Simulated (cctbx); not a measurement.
**Occupancies in Sm2TcNiS6**

Cell a = 9.4650 Å, b = 9.4650 Å, c = 9.4650 Å, α = 90.00°, β = 90.00°, γ = 90.00°; space group Fm-3m (no. 225); nominal formula Sm2TcNiS6.

The data are simulated with cctbx, not measured: Mo Kα, λ = 0.71073 Å, to d = 0.8 Å, 80 % of the full sphere, strongest reflection 40000 counts, noise from counting, a 3 % proportional error and a noise floor of 15 counts (s.d.); no absorption.

With every site full:

```text
Rint 0.028, 68 unique reflections to 0.80 A
cycle     R1     wR2    GooF  max shift (A)
   1  0.1323  0.2732  22.251   0.00100
   2  0.0335  0.0883   7.194   0.00011
final R1 0.0335 wR2 0.0883 GooF 7.194  parameters 6  data/parameter 11.3
atom        x        y        z      Ueq    occ   su(xyz)  su(Uiso or U11)
Sm1    0.25000  0.25000  0.75000   0.0072  1.000  0.00000  0.0008
Tc2    0.50000  0.00000  0.00000   0.0009  1.000  0.00000  0.0008
Ni1    0.00000  0.00000  0.00000   0.0106  1.000  0.00000  0.0013
S1     0.74598  0.00000  0.00000   0.0136  1.000  0.00049  0.0021
difference map: max 4.34 min -0.73 rms 0.32
Q1    0.0000  0.0000  0.5000    4    4.36  0.00 A from Tc2
Q2    0.2500  0.2500  0.2500    8    0.56  0.00 A from Sm1
Q3    0.0000  0.0000  0.3193   24    0.45  0.62 A from S1
Q4    0.0000  0.0000  0.0698   24    0.45  0.66 A from Ni1
Q5    0.0000  0.0000  0.1991   24    0.35  0.52 A from S1
Q6    0.0666  0.0666  0.3718   96    0.33  1.43 A from S1
```

With the occupancies of the suspect sites free, each still typed as its main element:

```text
Rint 0.028, 68 unique reflections to 0.80 A
cycle     R1     wR2    GooF  max shift (A)
   1  0.0881  0.1885  15.602   0.00061
  15  0.0055  0.0117   0.967   0.00000
final R1 0.0055 wR2 0.0116 GooF 0.963  parameters 8  data/parameter 8.5
atom        x        y        z      Ueq    occ   su(xyz)  su(Uiso or U11)
Sm1    0.25000  0.25000  0.75000   0.0065  0.959  0.00000  0.0001
Tc2    0.50000  0.00000  0.00000   0.0077  1.110  0.00000  0.0002
Ni1    0.00000  0.00000  0.00000   0.0128  1.000  0.00000  0.0003
S1     0.74612  0.00000  0.00000   0.0155  1.000  0.00006  0.0004
su of occupancy Sm1: 0.003
su of occupancy Tc2: 0.004
difference map: max 0.16 min -0.26 rms 0.05
Q1    0.1676  0.1676  0.1676   32    0.16  1.35 A from Sm1
Q2    0.0000  0.1395  0.1395   48    0.14  1.71 A from S1
Q3    0.0332  0.1789  0.3211   96    0.13  1.84 A from S1
Q4    0.1720  0.2500  0.2500   48    0.11  0.74 A from Sm1
Q5    0.1554  0.1554  0.2863   96    0.11  1.31 A from Sm1
Q6    0.0000  0.0938  0.2608   96    0.10  0.89 A from S1
```

**Question.** What is the disorder?

X-rays count electrons. Sm1 refines to 0.959(0.003), or 59.5 electrons; the site truly holds 0.9 Sm and 0.1 Tc, 60.1 electrons, which is 0.969 of Sm; Tc2 refines to 1.110(0.004), or 47.7 electrons; the site truly holds 0.8 Tc and 0.2 Sm, 46.8 electrons, which is 1.088 of Tc. A value under 1 can't tell vacancies from a lighter guest, and one over 1 needs a heavier guest; chemistry or a second radiation must settle which. Occupancy correlates with U and the scale, and the two elements' form factors differ in shape, so the match is approximate.

Freeing them takes R1 from 0.0335 to 0.0055 and GooF from 7.19 to 0.96.

The model was made for the exercise: a known structure type with other elements put in, its volume estimated, not relaxed; displacement parameters are assumed.

[Middle refinement cycles are left out of these outputs.]

[Logs are printed without paths, hosts, clocks, repeated set-up lines and the standing remarks that a program may print on its own settings, such as how far it seeks lower states.]
